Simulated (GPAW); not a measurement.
# Polarising S/Ti(0001) with a field along the normal

The dipole of the cell at several fields, atoms fixed. What does the strongest field give, and what length does the slope stand for?

**Method.** GPAW 26.7.0, plane waves (400 eV), PAW setups, PBE, 12×12 mesh, a dipole layer in the vacuum; geometry relaxed without an applied field with GPAW. The cell's area is 7.54 Å², and e/ε0 = 180.95 V Å.

Results, with one row withheld:

```
field (V/Å)  dipole (e Å)
       −0.2       −0.1597
       −0.1       −0.1095
      −0.05       −0.0843
       0.05       −0.0339
        0.1       −0.0087
        0.2        0.0419
        0.3             ?
```

**Question.** What is the dipole at 0.3 V/Å?

**Working.** A line through the 6 points has the slope α = 0.504 e Å per V/Å and the intercept p₀ = −0.0590 e Å (r.m.s. residual 9.4e−05). At 0.3 V/Å it gives p = −0.0590 + 0.504 × 0.3 = 0.0922 e Å; the run gives 0.0925 e Å, so the response stays linear to 0.3 % of the induced part. Dividing by ε0 and the area: α/(ε0 A) = 0.504 × 180.95 / 7.54 = 12.10 Å, against 8.69 Å between the outer nuclei.

Caveats: This is the electronic response alone; ions that move would add to it in polar layers. No run was spin-polarised, so magnetic states weren't tested.

[Logs are printed without paths, hosts, clocks, repeated set-up lines and the standing remarks that a program may print on its own settings, such as how far it seeks lower states.]
